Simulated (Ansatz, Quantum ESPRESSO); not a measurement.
# Screening and band shifts of Cl-GaAs-Cl chair, 1 layer, part 6 of 6

Aim: how Cl-GaAs-Cl chair, 1 layer screens a field along its normal, and what the field does to its bands.

Quantum ESPRESSO 7.5; plane-wave DFT, RPBE, GBRV ultrasoft pseudopotentials made under PBE; geometry and cross-check by Ansatz 0.2.0 with PAW datasets.

So far. Step 14 (Density by pp.x): The density integrates to 38.000 electrons, as the 38 of the input ask. Step 19 (The same in Ansatz: field 0.1 V/Å): At 0.1 V/Å Ansatz's dipole is -0.0289 e Å against -0.0310 from pw.x, under another functional.

## Step 22: Ground state, with diagonalization = paro

A sensitivity test on the input.

Level of this step: plane-wave DFT, RPBE, GBRV ultrasoft pseudopotentials made under PBE (Quantum ESPRESSO 7.5). input_dft overrides the functional of the files.

f1.w0.in reads:

```
&control
  prefix = 'f1.w0'
  outdir = './out'
  pseudo_dir = './pseudo'
  calculation = 'scf'
  tprnfor = .true.
  tefield = .true.
  dipfield = .true.
/
&system
  ibrav = 0
  nat = 4
  ntyp = 3
  ecutwfc = 40
  ecutrho = 200
  input_dft = 'rpbe'
  occupations = 'smearing'
  smearing = 'fd'
  degauss = 0.004
  edir = 3
  emaxpos = 0.97
  eopreg = 0.04
  eamp = 0.00194469
/
&electrons
  conv_thr = 1e-09
  mixing_beta = 0.4
  electron_maxstep = 120
  mixing_mode = 'plain'
  diagonalization = 'paro'
/
ATOMIC_SPECIES
  Cl  35.4500  cl_pbe_v1.4.uspp.F.UPF
  As  74.9216  as_pbe_v1.uspp.F.UPF
  Ga  69.7230  ga_pbe_v1.4.uspp.F.UPF
CELL_PARAMETERS angstrom
  4.18569153457015 -0.00000000000000 -0.00000000000000
  -2.09284576728508 3.62491520134322 -0.00000000000000
  -0.00000000000000 -0.00000000000000 22.25333333330000
ATOMIC_POSITIONS crystal
  Cl  0.666666666667 0.333333333333 0.385139916566
  As  0.666666666667 0.333333333333 0.483708777063
  Ga  0.333333333333 0.666666666667 0.516308024242
  Cl  0.333333333333 0.666666666667 0.613495169530
K_POINTS automatic
  12 12 1 0 0 0
```

The run is started by

```sh
OMP_NUM_THREADS=1 mpirun -n 4 pw.x -nk 4 -in f1.w0.in > f1.w0.out
```

What it wrote:

```text
[banner, memory and clock lines left out]
Program PWSCF v.7.5 starts
[citation notice left out]

[...]
bravais-lattice index     =            0
     lattice parameter (alat)  =       7.9098  a.u.
     unit-cell volume          =    2278.5405 (a.u.)^3
     number of atoms/cell      =            4
     number of atomic types    =            3
     number of electrons       =        38.00
     number of Kohn-Sham states=           23
     kinetic-energy cutoff     =      40.0000  Ry
     charge density cutoff     =     200.0000  Ry
     scf convergence threshold =      1.0E-09
     mixing beta               =       0.4000
     number of iterations used =            8  plain     mixing
     Exchange-correlation= RPBE
                           (   1   4  44   4   0   0   0)

[...]
PseudoPot. # 1 for Cl read from file:
     ./pseudo/cl_pbe_v1.4.uspp.F.UPF
     Pseudo is Ultrasoft + core correction, Zval =  7.0
     Generated by new atomic code, or converted to UPF format
     Using radial grid of  909 points,  6 beta functions with:
                l(1) =   0
                l(2) =   0
                l(3) =   1
                l(4) =   1
                l(5) =   2
                l(6) =   2
     Q(r) pseudized with  8 coefficients,  rinner =    1.300   1.300   1.300
                                                       1.300   1.300

     PseudoPot. # 2 for As read from file:
     ./pseudo/as_pbe_v1.uspp.F.UPF
     Pseudo is Ultrasoft + core correction, Zval =  5.0
     Generated by new atomic code, or converted to UPF format
     Using radial grid of  875 points,  6 beta functions with:
                l(1) =   0
                l(2) =   0
                l(3) =   1
                l(4) =   1
                l(5) =   2
                l(6) =   2
     Q(r) pseudized with  8 coefficients,  rinner =    1.300   1.300   1.300
                                                       1.300   1.300

     PseudoPot. # 3 for Ga read from file:
     ./pseudo/ga_pbe_v1.4.uspp.F.UPF
     Pseudo is Ultrasoft + core correction, Zval = 19.0
     Generated by new atomic code, or converted to UPF format
     Using radial grid of  871 points,  6 beta functions with:
                l(1) =   0
                l(2) =   0
                l(3) =   1
                l(4) =   1
                l(5) =   2
                l(6) =   2
     Q(r) pseudized with  8 coefficients,  rinner =    1.250   1.250   1.250
                                                       1.250   1.250

     atomic species   valence    mass     pseudopotential
     Cl                7.00    35.45000     Cl( 1.00)
     As                5.00    74.92160     As( 1.00)
     Ga               19.00    69.72300     Ga( 1.00)

     No symmetry found

[...]
number of k points=    74  Fermi-Dirac smearing, width (Ry)=  0.0040
[...]
Dense  grid:   108831 G-vectors     FFT dimensions: (  36,  36, 192)

     Smooth grid:    77785 G-vectors     FFT dimensions: (  32,  32, 180)

     Initial potential from superposition of free atoms

     starting charge      36.9997, renormalised to      38.0000

     negative rho (up, down):  3.361E-02 0.000E+00

     Adding external electric field

     Computed dipole along edir(3) :
        Dipole                0.4554 Ry au,          1.1574 Debye
        Dipole field          0.0025 Ry au,

        E field amplitude [Ha a.u.]:  1.9447E-03
        Potential amp.       -0.0458 Ry
        Total length         40.3706 bohr

     Starting wfcs are   24 randomized atomic wfcs

     per-process dynamical memory:   136.0 Mb

     Self-consistent Calculation

     iteration #  1     ecut=    40.00 Ry     beta= 0.40
     ParO style diagonalization
     ethr =  1.00E-02,  avg # of iterations =  6.9

     negative rho (up, down):  3.204E-02 0.000E+00

     Adding external electric field

     Computed dipole along edir(3) :
        Dipole               -0.7544 Ry au,         -1.9174 Debye
        Dipole field         -0.0042 Ry au,

        E field amplitude [Ha a.u.]:  1.9447E-03
        Potential amp.        0.4929 Ry
        Total length         40.3706 bohr

     total energy              =    -522.05429864 Ry
     estimated scf accuracy    <       1.82615592 Ry

     iteration #  2     ecut=    40.00 Ry     beta= 0.40
     ParO style diagonalization
[...]
negative rho (up, down):  3.136E-02 0.000E+00

[...]
Dipole                0.5134 Ry au,          1.3050 Debye
[...]
E field amplitude [Ha a.u.]:  1.9447E-03
[...]
total energy              =    -522.48660131 Ry
     estimated scf accuracy    <       0.57551301 Ry

     iteration #  3     ecut=    40.00 Ry     beta= 0.40
     ParO style diagonalization
[...]
negative rho (up, down):  3.100E-02 0.000E+00

[...]
Dipole               -0.0231 Ry au,         -0.0588 Debye
[...]
E field amplitude [Ha a.u.]:  1.9447E-03
[...]
total energy              =    -522.61285204 Ry
     estimated scf accuracy    <       0.26279402 Ry

     iteration #  4     ecut=    40.00 Ry     beta= 0.40
     ParO style diagonalization
[...]
negative rho (up, down):  3.071E-02 0.000E+00

[...]
Dipole               -0.0540 Ry au,         -0.1373 Debye
[...]
E field amplitude [Ha a.u.]:  1.9447E-03
[...]
total energy              =    -522.64157124 Ry
     estimated scf accuracy    <       0.01125437 Ry

     iteration #  5     ecut=    40.00 Ry     beta= 0.40
     ParO style diagonalization
[...]
negative rho (up, down):  3.031E-02 0.000E+00

[...]
Dipole               -0.0829 Ry au,         -0.2108 Debye
[...]
E field amplitude [Ha a.u.]:  1.9447E-03
[...]
total energy              =    -522.64265455 Ry
     estimated scf accuracy    <       0.00329808 Ry

     iteration #  6     ecut=    40.00 Ry     beta= 0.40
     ParO style diagonalization
[...]
negative rho (up, down):  3.018E-02 0.000E+00

[...]
Dipole               -0.0597 Ry au,         -0.1518 Debye
[...]
E field amplitude [Ha a.u.]:  1.9447E-03
[...]
total energy              =    -522.64260820 Ry
     estimated scf accuracy    <       0.00093356 Ry

     iteration #  7     ecut=    40.00 Ry     beta= 0.40
     ParO style diagonalization
[...]
negative rho (up, down):  3.013E-02 0.000E+00

[...]
Dipole               -0.0586 Ry au,         -0.1490 Debye
[...]
E field amplitude [Ha a.u.]:  1.9447E-03
[...]
total energy              =    -522.64274084 Ry
     estimated scf accuracy    <       0.00002215 Ry

     iteration #  8     ecut=    40.00 Ry     beta= 0.40
     ParO style diagonalization
[...]
negative rho (up, down):  3.011E-02 0.000E+00

[...]
Dipole               -0.0584 Ry au,         -0.1484 Debye
[...]
E field amplitude [Ha a.u.]:  1.9447E-03
[...]
total energy              =    -522.64274439 Ry
     estimated scf accuracy    <       0.00000188 Ry

     iteration #  9     ecut=    40.00 Ry     beta= 0.40
     ParO style diagonalization
[...]
negative rho (up, down):  3.009E-02 0.000E+00

[...]
Dipole               -0.0585 Ry au,         -0.1488 Debye
[...]
E field amplitude [Ha a.u.]:  1.9447E-03
[...]
total energy              =    -522.64274475 Ry
     estimated scf accuracy    <       0.00000022 Ry

     iteration # 10     ecut=    40.00 Ry     beta= 0.40
     ParO style diagonalization
[...]
negative rho (up, down):  3.009E-02 0.000E+00

[...]
Dipole               -0.0586 Ry au,         -0.1489 Debye
[...]
E field amplitude [Ha a.u.]:  1.9447E-03
[...]
total energy              =    -522.64274484 Ry
     estimated scf accuracy    <       0.00000002 Ry

     iteration # 11     ecut=    40.00 Ry     beta= 0.40
     ParO style diagonalization
[...]
negative rho (up, down):  3.008E-02 0.000E+00

[...]
Dipole               -0.0585 Ry au,         -0.1488 Debye
[...]
E field amplitude [Ha a.u.]:  1.9447E-03
[...]
End of self-consistent calculation

          k = 0.0000 0.0000 0.0000 (  9619 PWs)   bands (ev):

   -97.3526 -97.3526 -97.3244 -18.7825 -18.2745 -17.7252 -17.7252 -17.6613
   -17.6613 -16.9736 -14.2577  -8.6895  -6.4608  -5.9225  -5.9225  -4.7703
    -4.7703  -3.3993  -3.3993  -2.5486  -1.1724   1.2658   1.2658

          k = 0.0000 0.0962 0.0000 (  9645 PWs)   bands (ev):

   -97.3527 -97.3527 -97.3244 -18.7757 -18.2726 -17.7267 -17.7236 -17.6616
   -17.6613 -16.9631 -14.2177  -8.6938  -6.5091  -6.0540  -5.9514  -4.8586
    -4.7945  -3.9105  -3.4648  -1.9135  -1.1235   1.1883   1.4758

[...]
the Fermi energy is    -2.9357 ev

!    total energy              =    -522.64274487 Ry
     estimated scf accuracy    <          9.4E-10 Ry
     smearing contrib. (-TS)   =      -0.00000083 Ry
     internal energy E=F+TS    =    -522.64274404 Ry

     The total energy is F=E-TS. E is the sum of the following terms:
     one-electron contribution =   -1775.34628458 Ry
     hartree contribution      =     889.44611099 Ry
     xc contribution           =     -99.19879808 Ry
     ewald contribution        =     462.45598103 Ry
     electric field correction =       0.00024659 Ry

     convergence has been achieved in  11 iterations

     negative rho (up, down):  3.008E-02 0.000E+00

     Forces acting on atoms (cartesian axes, Ry/au):

     atom    1 type  1   force =     0.00000011    0.00000016   -0.01157159
     atom    2 type  2   force =     0.00000013    0.00000018    0.00462782
     atom    3 type  3   force =    -0.00000036   -0.00000052    0.00044123
     atom    4 type  1   force =     0.00000012    0.00000018    0.00650253

     Total force =     0.014064     Total SCF correction =     0.000097

[...]
```

Elapsed: 3.5 min, on 4 MPI ranks of Arm Neoverse V1, shared host; peak memory 0.94 GiB; 14 min of CPU time.

Beside the run it was changed from:

```tsv
quantity	this run	unchanged run	difference
dipole along the normal (e·Å)	-0.03098	-0.03100	2.1e-5
free energy (eV)	-7110.917	-7110.917	0
wall time (s)	212	82	
SCF iterations	11	8
```

The free energy moves by +0 meV an atom.

This run starts from superposed atoms, the unchanged one from a saved density, so their iteration counts don't compare.

The physical values in this table move by up to 0.067 %.

## Step 23: SCF with pw.x, with nbnd = 4

Another try, with an input changed as a hurried user might.

f1.bad.in reads:

```
&control
  prefix = 'f1.bad'
  outdir = './out'
  pseudo_dir = './pseudo'
  calculation = 'scf'
  tprnfor = .true.
  tefield = .true.
  dipfield = .true.
/
&system
  ibrav = 0
  nat = 4
  ntyp = 3
  ecutwfc = 40
  ecutrho = 200
  input_dft = 'rpbe'
  occupations = 'smearing'
  smearing = 'fd'
  degauss = 0.004
  edir = 3
  emaxpos = 0.97
  eopreg = 0.04
  eamp = 0.00194469
  nbnd = 4
/
&electrons
  conv_thr = 1e-09
  mixing_beta = 0.4
  electron_maxstep = 100
  mixing_mode = 'plain'
/
ATOMIC_SPECIES
  Cl  35.4500  cl_pbe_v1.4.uspp.F.UPF
  As  74.9216  as_pbe_v1.uspp.F.UPF
  Ga  69.7230  ga_pbe_v1.4.uspp.F.UPF
CELL_PARAMETERS angstrom
  4.18569153457015 -0.00000000000000 -0.00000000000000
  -2.09284576728508 3.62491520134322 -0.00000000000000
  -0.00000000000000 -0.00000000000000 22.25333333330000
ATOMIC_POSITIONS crystal
  Cl  0.666666666667 0.333333333333 0.385139916566
  As  0.666666666667 0.333333333333 0.483708777063
  Ga  0.333333333333 0.666666666667 0.516308024242
  Cl  0.333333333333 0.666666666667 0.613495169530
K_POINTS automatic
  12 12 1 0 0 0
```

The run is started by

```sh
OMP_NUM_THREADS=1 mpirun -n 4 pw.x -nk 4 -in f1.bad.in > f1.bad.out
```

What it wrote:

```text
[banner, memory and clock lines left out]
Program PWSCF v.7.5 starts

          URL

     Presently no symmetry can be used with electric field

     IMPORTANT: XC functional enforced from input :
     Exchange-correlation= RPBE
                           (   1   4  44   4   0   0   0)
     Any further DFT definition will be discarded
     Please, verify this is what you really want

 %%%%%%%%%%%%%%%%%%%%%%%%%%%%%%%%%%%%%%%%%%%%%%%%%%%%%%%%%%%%%%%%%%%%%%%%%%%%%%
     Error in routine setup (1):
     too few bands
 %%%%%%%%%%%%%%%%%%%%%%%%%%%%%%%%%%%%%%%%%%%%%%%%%%%%%%%%%%%%%%%%%%%%%%%%%%%%%%

     stopping ...
[the rest left out]
```

It took 0.7 s on 4 MPI ranks; peak memory 0.12 GiB.

The input was rejected at the start.

The fault put into the input: too few bands (system.nbnd = 4).

The message: “setup (1): too few bands”. nbnd must at least hold the electrons; leave it out or raise it.

## Step 24: Worked from the printed numbers

α = Δp/E = (-0.03100 − (-0.07880)) e Å / 0.1 V/Å = 0.4780 e Å²/V; times e/(4πε₀) = 14.40 V Å this is 6.883 Å³. With A = 15.173 Å², 4πα/A = 5.701 Å.

## Step 25: Outcome

```
polarisability along the normal, a cell    : 6.88 Å³
sheet polarisability 4πα/A                 : 5.70 Å
dipole without a field                     : -0.0788 e·Å
Kohn-Sham ionisation potential, upper face : 7.01 eV
gap along the path at 0 V/Å                : 0.85 eV
gap along the path at 0.2 V/Å              : 0.85 eV
gap along the path at -0.2 V/Å             : 0.84 eV
```

The sheet answers a field with a polarisability of 6.88 Å³ a cell, or 4πα/A = 5.70 Å (RPBE, GBRV ultrasoft (made under PBE)). In pw.x the dipole follows the field linearly over the range tried. A perfect conductor 5.70 Å thick would screen alike; the outer atoms lie 5.08 Å apart. At 0.1 V/Å the sheet takes 0.570 eV off the potential drop. At 0.2 V/Å the gap along the path is unchanged within 0.01 eV. Quantum ESPRESSO and Ansatz give 6.883 and 6.910 Å³ for the polarisability (pw.x from 0 and 0.1 V/Å, Ansatz from ±0.1 V/Å, under PBE), which agree. The ions stay at their zero-field places, so this is the electrons' response alone. Semilocal gaps are too small, and in strong fields empty levels can belong to the vacuum. Spin-orbit coupling is left out; depending on the atoms that carry the levels of interest, it can split and shift them by tens to hundreds of meV.

[Logs are printed without paths, hosts, clocks, repeated set-up lines and the standing remarks that a program may print on its own settings, such as how far it seeks lower states.]

[Hosts, paths, dates, database ids (printed as entryN), source tags and the programs' standing remarks are cut or masked in the printed files.]

[Maps of the electrostatic potential energy from Ansatz leave out the sawtooth potential of an applied field or a dipole correction, so their vacuum need not be flat; planar profiles and work functions include it.]
